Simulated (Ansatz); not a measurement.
## GaI3 (model cell, started as ReO3 type): phonons and vibrational spectra

Task: relax GaI3 (model cell, started as ReO3 type), then find its harmonic phonons.

Calculated with Ansatz 0.2.0; DFT PBEsol, scalar-relativistic, plane waves, PAW.

Most raw output is cut from this account.

The structure was built from a prototype and need not be the compound's stable phase.

## 1. The structure

Symmetry: Pm-3m, No. 221, cubic system. The conventional cell has a = 5.471 Å, b = 5.471 Å, c = 5.471 Å, α = 90.00°, β = 90.00°, γ = 90.00°. Nearest to Ga lie 6 I at 2.74 Å. I has 2 Ga at 2.74 Å nearest. Farther neighbours and most contacts between anions are not listed.

As a file:

```cif
data_structure
_symmetry_space_group_name_H-M 'Pm-3m'
_symmetry_Int_Tables_number 221
_cell_length_a 5.4708
_cell_length_b 5.4708
_cell_length_c 5.4708
_cell_angle_alpha 90.000
_cell_angle_beta 90.000
_cell_angle_gamma 90.000
_cell_volume 163.74
loop_
_atom_site_label
_atom_site_type_symbol
_atom_site_symmetry_multiplicity
_atom_site_Wyckoff_symbol
_atom_site_fract_x
_atom_site_fract_y
_atom_site_fract_z
_atom_site_occupancy
Ga1 Ga 1 a 0.00000 0.00000 0.00000 1
I1 I 3 d 0.50000 0.00000 0.00000 1
```

## 2. Relaxation

The cell and atoms are relaxed, since residual forces and stress would shift the frequencies.

Contents of input.yaml:

```yaml
crystal:
  lattice:
    - [5.4708, 0.0, 0.0]
    - [0.0, 5.4708, 0.0]
    - [0.0, 0.0, 5.4708]
  atoms:
    - { symbol: Ga, position: [0.0, 0.0, 0.0] }
    - { symbol: I, position: [0.5, 0.0, 0.0] }
    - { symbol: I, position: [0.0, 0.5, 0.0] }
    - { symbol: I, position: [0.0, 0.0, 0.5] }
kpoints:
  mp_grid: { grid: [8, 8, 8] }
hamiltonian:
  xc: pbesol
scf:
  occupations: { method: gaussian, width: 0.1 }
output:
  forces: true
  stress: true
  eigenvalues: true
  write_density: true
  write_potential: true
  elf: true
  volumetric_format: npy
relax:
  adjacent_minimum: "off"
  f_tol: 0.005
  max_steps: 80
  cell: { stress_tol: 0.05 }
```

The run is started by

```bash
> ansatz run input.yaml --threads 4 --pin off --max-ram 7168MiB --backend cpu --events-out ev --progress --plain --runs-dir out
```

Run time: 14 s. Hardware: 4 threads of Arm Neoverse V2, shared host; peak memory 0.6 GiB; 50 s of CPU time.

Relaxation path:

```tsv
step	energy less that of the first step (eV)	largest force component (eV/Å)	pressure (GPa)	volume (Å³)
1	0.0000	0.0000	1.76	163.74
2	-0.0537	0.0000	-0.02	174.58
3*	-0.0550	0.0000	-0.02	174.58
```

Relaxation steps marked * repeat the geometry before them on a plane-wave basis chosen anew for their cell, so energy and pressure can jump there.

Forces are held to the 48 operations that the run works with; a distortion that breaks them can't arise in this run.

```tsv
conventional cell, symmetrised	before	after	change
a (Å)	5.471	5.589	+2.2 %
b (Å)	5.471	5.589	+2.2 %
c (Å)	5.471	5.589	+2.2 %
volume (Å³/atom)	40.93	43.64	+6.6 %
```

This step gave:

| Item | Value |
| --- | --- |
| pressure | -0.02499 GPa |
| volume per atom | 43.64 Å³ |
| gap on the k-mesh | 0 eV |

ELF in the ac plane at fractional y = 0.000, with atoms of Ga and I within 0.2 Å of it. It is the smooth field of the valence electrons, not physical close to the nuclei.

Ten even steps from '0' (0.01) to '9' (0.77), each cell a mean:
```
013577533676320
223468767875332
333248999963233
664214899721356
777411365212677
678840010027986
358982000059973
448983000169963
468961000038975
778620132014887
775212688411467
543126999842245
333358888874333
123477645776321
213577443676320
```
Columns run along a (5.6 Å), rows up along c (5.6 Å). Atoms in or near the plane, at fractional coordinates: Ga at (0.00, 0.00), I at (0.50, 0.00), I at (0.00, 0.50).

Valence density in the ac plane at fractional y = 0.000, with atoms of Ga and I within 0.2 Å of it. It is the smooth field of the valence electrons, not physical close to the nuclei.

Ten steps, logarithmic in the rise over the least value, from '_' (0 e/Å³) to '@' (36 e/Å³), each cell a mean:
```
%%++::....::++####==::....--##
--::..__..::--====::..____..--
....______....::::..________..
....________________________..
::....____________________..::
++--::..________________..::==
##**::..________________::==##
%%**--..________________::==##
**==::..________________..--++
--::..__________________..::::
....______________________....
....________........________..
::..______..::--::::..____..::
**--......::==****--......::++
@@**::....--**%%##++::....--%%
```
Columns run along a (5.6 Å), rows up along c (5.6 Å). Atoms in or near the plane, at fractional coordinates: Ga at (0.00, 0.00), I at (0.50, 0.00), I at (0.00, 0.50).

Electrostatic potential energy in the ac plane at fractional y = 0.000, with atoms of Ga and I within 0.2 Å of it. With pseudopotentials it is smooth inside the atoms' cores, unlike the true potential.

Ten even steps from '_' (-20 eV) to '@' (9 eV), each cell a mean:
```
____--##**..==@@%%::--##++..__
__::++####==..::::::**%%##==..
++**##%%%%##++====**%%%%%%##++
**##%%@@@@@@%%%%%%@@@@@@%%%%##
--==##%%@@@@@@@@@@@@@@@@%%**--
::..==%%@@@@@@@@@@@@@@@@**::::
@@++::**@@@@@@@@@@@@@@%%==::%%
@@##::**@@@@@@@@@@@@@@%%==::@@
**::--##@@@@@@@@@@@@@@%%++..==
..::**%%@@@@@@@@@@@@@@@@##==..
++**%%@@@@@@@@@@@@@@@@@@%%##**
**##%%%%@@%%##****%%%%@@%%####
::==##%%%%**--::::==##%%##++--
____==##**::::##++..==##**::__
____::**++..**@@@@::--**++____
```
Columns run along a (5.6 Å; values clipped at the 3rd and 97th percentile), rows up along c (5.6 Å). Atoms in or near the plane, at fractional coordinates: Ga at (0.00, 0.00), I at (0.50, 0.00), I at (0.00, 0.50).

In this step the volume went from 40.93 to 43.64 Å³/atom.

## 3. Relaxing to small forces for the phonons

Phonons need a cell at rest on their own settings, so the relaxation is repeated with tight tolerances on forces and stress on the k mesh and occupations of the first response run.

input.yaml, the sections that differ from step 2:

```yaml
crystal:
  lattice:
    - [5.5889551427, 0.0, 0.0]
    - [0.0, 5.5889551427, 0.0]
    - [0.0, 0.0, 5.5889551427]
  atoms:
    - { symbol: Ga, position: [0.0, 0.0, 0.0] }
    - { symbol: I, position: [0.5, 0.0, 0.0] }
    - { symbol: I, position: [0.0, 0.5, 0.0] }
    - { symbol: I, position: [0.0, 0.0, 0.5] }
scf:
  occupations: { method: methfessel_paxton, width: 0.15 }
relax:
  adjacent_minimum: "off"
  f_tol: 0.001
  max_steps: 60
  cell: { stress_tol: 0.01 }
# kpoints, hamiltonian, output: as in step 2
```

Elapsed: 18 s, on 4 threads; peak memory 0.6 GiB.

Little changed from the start: no atom moved by 0.005 Å and no cell edge by 0.1 %.

Numbers from this step:

```
pressure        : -0.003366 GPa
volume per atom : 43.59 Å³
```

Valence density in the ac plane at fractional y = 0.000, with atoms of Ga and I within 0.2 Å of it. It is the smooth field of the valence electrons, not physical close to the nuclei.

Ten steps, logarithmic in the rise over the least value, from '_' (0 e/Å³) to '@' (36 e/Å³), each cell a mean:
```
%%++::....::++####==::....--##
--::..__..::--====::..____..--
....______....::::..________..
....________________________..
::....____________________..::
++--::..________________..::==
##**::..________________::==##
%%**--..________________::==##
**==::..________________..--++
--::..__________________..::::
....______________________....
....________........________..
::..______..::--::::..____..::
**--......::==****--......::++
@@**::....--**%%##++::....--%%
```
Columns run along a (5.6 Å), rows up along c (5.6 Å). Atoms in or near the plane, at fractional coordinates: Ga at (0.00, 0.00), I at (0.50, 0.00), I at (0.00, 0.50).

Electrostatic potential energy in the ac plane at fractional y = 0.000, with atoms of Ga and I within 0.2 Å of it. With pseudopotentials it is smooth inside the atoms' cores, unlike the true potential.

Values in eV, 15 rows by 15 columns, each cell a mean:
```
-19 -20 -10   1  -1 -14  -6   8   4 -13  -8   1  -3 -17 -20
-18 -14  -3   4   3  -7 -15 -11 -13 -13  -1   4   2  -8 -17
 -4  -1   3   6   6   3  -3  -8  -6   0   5   6   5   2  -3
  1   2   5   7   8   7   6   5   5   7   7   7   6   4   1
-10  -5   2   6   8   9   9   8   8   9   8   7   5  -1  -8
-11 -15  -7   4   8   9   9   9   9   9   9   7   0 -13 -13
  8  -4 -13   1   7   9   9   9   9   9   8   5  -6 -13   4
  9   1 -13   0   7   9   9   9   9   9   8   5  -8 -11   8
  0 -12 -11   2   8   9   9   9   9   9   9   6  -3 -15  -6
-15 -12  -2   5   8   9   9   9   9   9   9   7   3  -7 -14
 -3   0   4   7   8   8   8   7   7   8   8   8   6   3  -1
  0   2   5   7   7   5   2   0   1   4   6   7   6   4   1
-12  -7   1   5   4  -2 -11 -13 -13  -7   2   5   3  -3 -10
-20 -18  -7   2   0 -12 -12   1  -4 -15  -5   2  -1 -14 -20
-19 -20 -12   0  -3 -15   0   9   8 -11 -10   1  -4 -18 -19
```
Columns run along a (5.6 Å; values clipped at the 3rd and 97th percentile), rows up along c (5.6 Å). Atoms in or near the plane, at fractional coordinates: Ga at (0.00, 0.00), I at (0.50, 0.00), I at (0.00, 0.50).

ELF in the ac plane at fractional y = 0.000, with atoms of Ga and I within 0.2 Å of it. It is the smooth field of the valence electrons, not physical close to the nuclei.

Values, 15 rows by 15 columns, each cell a mean:
```
0.05 0.13 0.25 0.39 0.59 0.58 0.40 0.24 0.27 0.51 0.60 0.52 0.30 0.21 0.07
0.19 0.23 0.24 0.32 0.54 0.63 0.60 0.53 0.56 0.62 0.62 0.43 0.27 0.24 0.21
0.30 0.29 0.24 0.19 0.34 0.63 0.72 0.72 0.72 0.70 0.51 0.24 0.20 0.27 0.30
0.54 0.49 0.34 0.16 0.13 0.37 0.67 0.77 0.74 0.54 0.23 0.12 0.24 0.43 0.52
0.60 0.61 0.59 0.39 0.13 0.10 0.28 0.48 0.41 0.18 0.08 0.23 0.51 0.62 0.60
0.47 0.57 0.66 0.67 0.37 0.08 0.05 0.09 0.07 0.04 0.18 0.54 0.70 0.62 0.51
0.25 0.40 0.65 0.76 0.63 0.21 0.02 0.01 0.01 0.07 0.41 0.74 0.72 0.56 0.27
0.38 0.34 0.63 0.77 0.69 0.27 0.03 0.01 0.01 0.09 0.48 0.77 0.72 0.53 0.24
0.33 0.50 0.66 0.74 0.51 0.13 0.03 0.03 0.02 0.05 0.28 0.67 0.72 0.60 0.40
0.57 0.60 0.65 0.54 0.21 0.07 0.13 0.27 0.21 0.08 0.10 0.37 0.63 0.63 0.58
0.60 0.58 0.46 0.23 0.10 0.21 0.51 0.69 0.63 0.37 0.13 0.13 0.34 0.54 0.59
0.40 0.37 0.26 0.15 0.23 0.54 0.74 0.77 0.76 0.67 0.39 0.16 0.19 0.32 0.39
0.25 0.25 0.24 0.26 0.46 0.65 0.66 0.63 0.65 0.66 0.59 0.34 0.24 0.24 0.25
0.09 0.18 0.25 0.37 0.58 0.60 0.50 0.34 0.40 0.57 0.61 0.49 0.29 0.23 0.13
0.16 0.09 0.25 0.40 0.60 0.57 0.33 0.38 0.25 0.47 0.60 0.54 0.30 0.19 0.05
```
Columns run along a (5.6 Å), rows up along c (5.6 Å). Atoms in or near the plane, at fractional coordinates: Ga at (0.00, 0.00), I at (0.50, 0.00), I at (0.00, 0.50).

The forces vanish by symmetry and the pressure is -0.003 GPa, within the tolerances set. The cell now holds 43.59 Å³/atom.

## 4. Linear response at the zone centre

The zone centre is the only wavevector solved here; it holds the modes that light can see, as far as symmetry allows. No field response is asked, since the mesh shows no gap.

input.yaml, the sections that differ from step 3:

```yaml
crystal:
  lattice:
    - [5.5866885338, 0.0, 0.0]
    - [0.0, 5.5866885338, 0.0]
    - [0.0, 0.0, 5.5866885338]
  atoms:
    - { symbol: Ga, position: [0.0, 0.0, 0.0] }
    - { symbol: I, position: [0.5, 0.0, 0.0] }
    - { symbol: I, position: [0.0, 0.5, 0.0] }
    - { symbol: I, position: [0.0, 0.0, 0.5] }
output:
  eigenvalues: true
phonons:
  method: dfpt
# kpoints, hamiltonian, scf: as in step 3
# relax: removed
```

Elapsed: 1.9 min, on 4 threads; peak memory 2.6 GiB; 5.6 min of CPU time.

This step gave:

```yaml
sum_rule_residual_before_enforcement: 3.75e-5 eV/Å²
point_group: m-3m
highest_optical_mode_at_the_zone_centre_no_lo_to_term: 105.7 cm⁻¹
lowest_optical_zone_centre_mode: -57.62 cm⁻¹
```

Patterns of degenerate modes are one choice out of their space. The modes at Γ (shares of kinetic energy by element, %) (negative means imaginary):

```tsv
mode	frequency (cm⁻¹)	symmetry	Ga %	I %
1	-57.6	T1u	63	37
2	-57.6	T1u	63	37
3	-57.6	T1u	63	37
4	0.0	acoustic	15	85
5	0.0	acoustic	15	85
6	0.0	acoustic	15	85
7	9.2	T2u	0	100
8	9.2	T2u	0	100
9	9.2	T2u	0	100
10	105.7	T1u	21	79
11	105.7	T1u	21	79
12	105.7	T1u	21	79
```

Displacements in mode 1 (-57.6 cm⁻¹), the largest set to 1:
```
Ga1  0.00  0.04  1.00
I2   0.00 -0.01 -0.37
I3   0.00  0.01 -0.37
I4   0.00 -0.01  0.20
```

Displacements in mode 12 (105.7 cm⁻¹), the largest set to 1:
```
Ga1  0.00 -0.01 -0.75
I2   0.00  0.00 -0.29
I3   0.00  0.01 -0.29
I4   0.00  0.00  1.00
```

Before it was imposed, the acoustic sum rule was missed by 3.8e-5 eV/Å². Small misses are needed for a sound result but don't prove that mesh and cutoff are converged. The lowest optical mode is imaginary, 57.6i cm⁻¹, so the energy falls along it.

## 5. Another isotope

An isotope changes the mass and not the force constants, so no new electronic calculation is needed; the shifts show which modes move this element.

The same force constants with the mass of Ga changed from 69.723 to 70.925 u (phonopy, no LO-TO term). Both lists are sorted by frequency; levels can cross, so a row need not hold one and the same mode. Modes under 3 cm⁻¹ are left out. Isotope shifts, by row:

```tsv
q	rank	natural mass (cm⁻¹)	changed mass (cm⁻¹)
0 0 0	1	-57.62	-57.31
0 0 0	2	-57.62	-57.31
0 0 0	3	-57.62	-57.31
0 0 0	7	9.2	9.2
0 0 0	8	9.2	9.2
0 0 0	9	9.2	9.2
0 0 0	10	105.7	105.5
0 0 0	11	105.7	105.5
0 0 0	12	105.7	105.5
```

A mode of this element alone would shift by -0.85 %. The highest zone-centre frequency without the field goes from 105.7 to 105.5 cm⁻¹ (-0.2 %).

## 6. What came out

```json
{"space group after relaxation (within 0.01 Å)": "Pm-3m", "volume per atom": "43.6 Å³", "electronic character": "no gap on this mesh", "highest optical mode at the zone centre (no LO-TO term)": "106 cm⁻¹", "lowest optical zone-centre mode": "-57.6 cm⁻¹", "imaginary modes at Γ (the only wavevector solved)": "yes"}
```

What this shows: A zone-centre mode is imaginary (57.6i cm⁻¹), so this structure is not a minimum of the energy. The optical modes at Γ span -58 to 106 cm⁻¹ (negative means imaginary). No dispersion was computed. The highest mode in this list at Γ, 105.7 cm⁻¹, is mostly motion of I (79 % of the kinetic energy). With no gap, or one that is small against the smearing, the frequencies hang on the k mesh and the smearing, most of all near Kohn anomalies. Spin-orbit coupling is left out, which can matter for the heavy elements here. The starting cell was built on a prototype and not taken from a measurement, so the phase need not exist. These are harmonic frequencies at zero temperature: anharmonic shifts, linewidths and thermal expansion are left out.

[Logs are printed without paths, hosts, clocks, repeated set-up lines and the standing remarks that a program may print on its own settings, such as how far it seeks lower states.]

[Hosts, paths, dates, database ids (printed as entryN), source tags and the programs' standing remarks are cut or masked in the printed files.]
